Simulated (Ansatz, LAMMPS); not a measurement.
**A faulty run on liquid 52SiO2-48Li2O (mol %) at 2550 K (69 atoms)**

Program: Ansatz 0.2.0. The cell: 12 Si, 22 Li and 35 O.

input.yaml reads:

```yaml
crystal:
  lattice:
    - [9.0778, 0.0, 0.0]
    - [0.0, 9.0778, 0.0]
    - [0.0, 0.0, 9.0778]
  atoms:
    - { symbol: Si, position: [0.62766, 0.52075, 0.9079] }
    - { symbol: Si, position: [0.47157, 0.75376, 0.10738] }
    - { symbol: Si, position: [0.04245, 0.35175, 0.74685] }
    - { symbol: Si, position: [0.3739, 0.69594, 0.5515] }
    - { symbol: Si, position: [0.87068, 0.69875, 0.30274] }
    - { symbol: Si, position: [0.59887, 0.29535, 0.65354] }
    - { symbol: Si, position: [0.72678, 0.39887, 0.38322] }
    - { symbol: Si, position: [0.26486, 0.17946, 0.87292] }
    - { symbol: Si, position: [0.16891, 0.58762, 0.15737] }
    - { symbol: Si, position: [0.8191, 0.12913, 0.88638] }
    - { symbol: Si, position: [0.21112, 0.07571, 0.21799] }
    - { symbol: Si, position: [0.99545, 0.19381, 0.46184] }
    - { symbol: Li, position: [0.56363, 0.66992, 0.71798] }
    - { symbol: Li, position: [0.42681, 0.92132, 0.76819] }
    - { symbol: Li, position: [0.40048, 0.3796, 0.14077] }
    - { symbol: Li, position: [0.943, 0.57598, 0.88567] }
    - { symbol: Li, position: [0.89142, 0.9294, 0.67506] }
    - { symbol: Li, position: [0.29788, 0.52226, 0.84151] }
    [... 45 atom lines left out ...]
    - { symbol: O, position: [0.59394, 0.31905, 0.3275] }
    - { symbol: O, position: [0.46172, 0.20411, 0.57249] }
    - { symbol: O, position: [0.08773, 0.94485, 0.22028] }
    - { symbol: O, position: [0.7474, 0.55284, 0.33725] }
    - { symbol: O, position: [0.92258, 0.97777, 0.86271] }
    - { symbol: O, position: [0.74474, 0.65666, 0.81007] }
kpoints:
  mp_grid: { grid: [1, 1, 1] }
hamiltonian:
  xc: pbe
scf:
  occupations: { method: gaussian, width: 0.05 }
  eigensolver: { kind: { support_functions: { accuracy: medium, radius: 2.95 } } }
  max_iter: 150
output:
  forces: true
  eigenvalues: true
```

Run with:

```
$ ansatz run input.yaml --threads 4 --pin off --max-ram 8192MiB --backend cpu --events-out ev --progress --plain --runs-dir out
```

The program printed:

```text
Warning: scf.eigensolver.kind.support_functions: disabling space-group detection — the functions' gradient is summed over unrotated k-points, so no spatial operation reduces the k-mesh or symmetrises the density; time reversal is kept, so that k and −k are solved as one point where they differ and the mesh holds both, and exact exchange and, on two spinor components, a DFT+U term hold to it where the run has them: [...]
Warning: basis.ecutwfc = 464 eV, auto-derived: no grid that the accuracy of the support functions lays serves the files at the lower one that their records recommend; a deck with other species or settings can derive another value
settings of this run that can trade accuracy for cost: scf.eigensolver.kind.support_functions [...]
Engine: ansatz 0.2.0, aarch64-unknown-linux-gnu
Pseudopotentials: kind: paw
Pseudopotential: Si, paw, valence charge 4, recommended cutoff 420 eV (normal), Si.paw.azcp
Pseudopotential: Li, paw, valence charge 3, recommended cutoff 420 eV (normal), Li.paw.azcp
Pseudopotential: O, paw, valence charge 6, recommended cutoff 420 eV (normal), O.paw.azcp
[... 5 lines on functional and potentials left out ...]
Error: SCF: the radius of support functions is under 3.30 Å, the least for these sites at the functions' level (scf.eigensolver.kind.support_functions.accuracy). Use scf.eigensolver.kind: auto, or type scf.eigensolver.kind.support_functions.radius at least as long, [...]
```

It took 7.2 s on 4 threads of Arm Neoverse N1, shared host; peak memory 0.24 GiB.

What is at fault here, and what would mend it?

A radius under the least that the level allows: support_functions.radius = 2.95.

The fix is to use a longer radius.

The run ended with an error.

[Logs are printed without paths, hosts, clocks, repeated set-up lines and the standing remarks that a program may print on its own settings, such as how far it seeks lower states.]

[Hosts, paths, dates, database ids (printed as entryN), source tags and the programs' standing remarks are cut or masked in the printed files.]
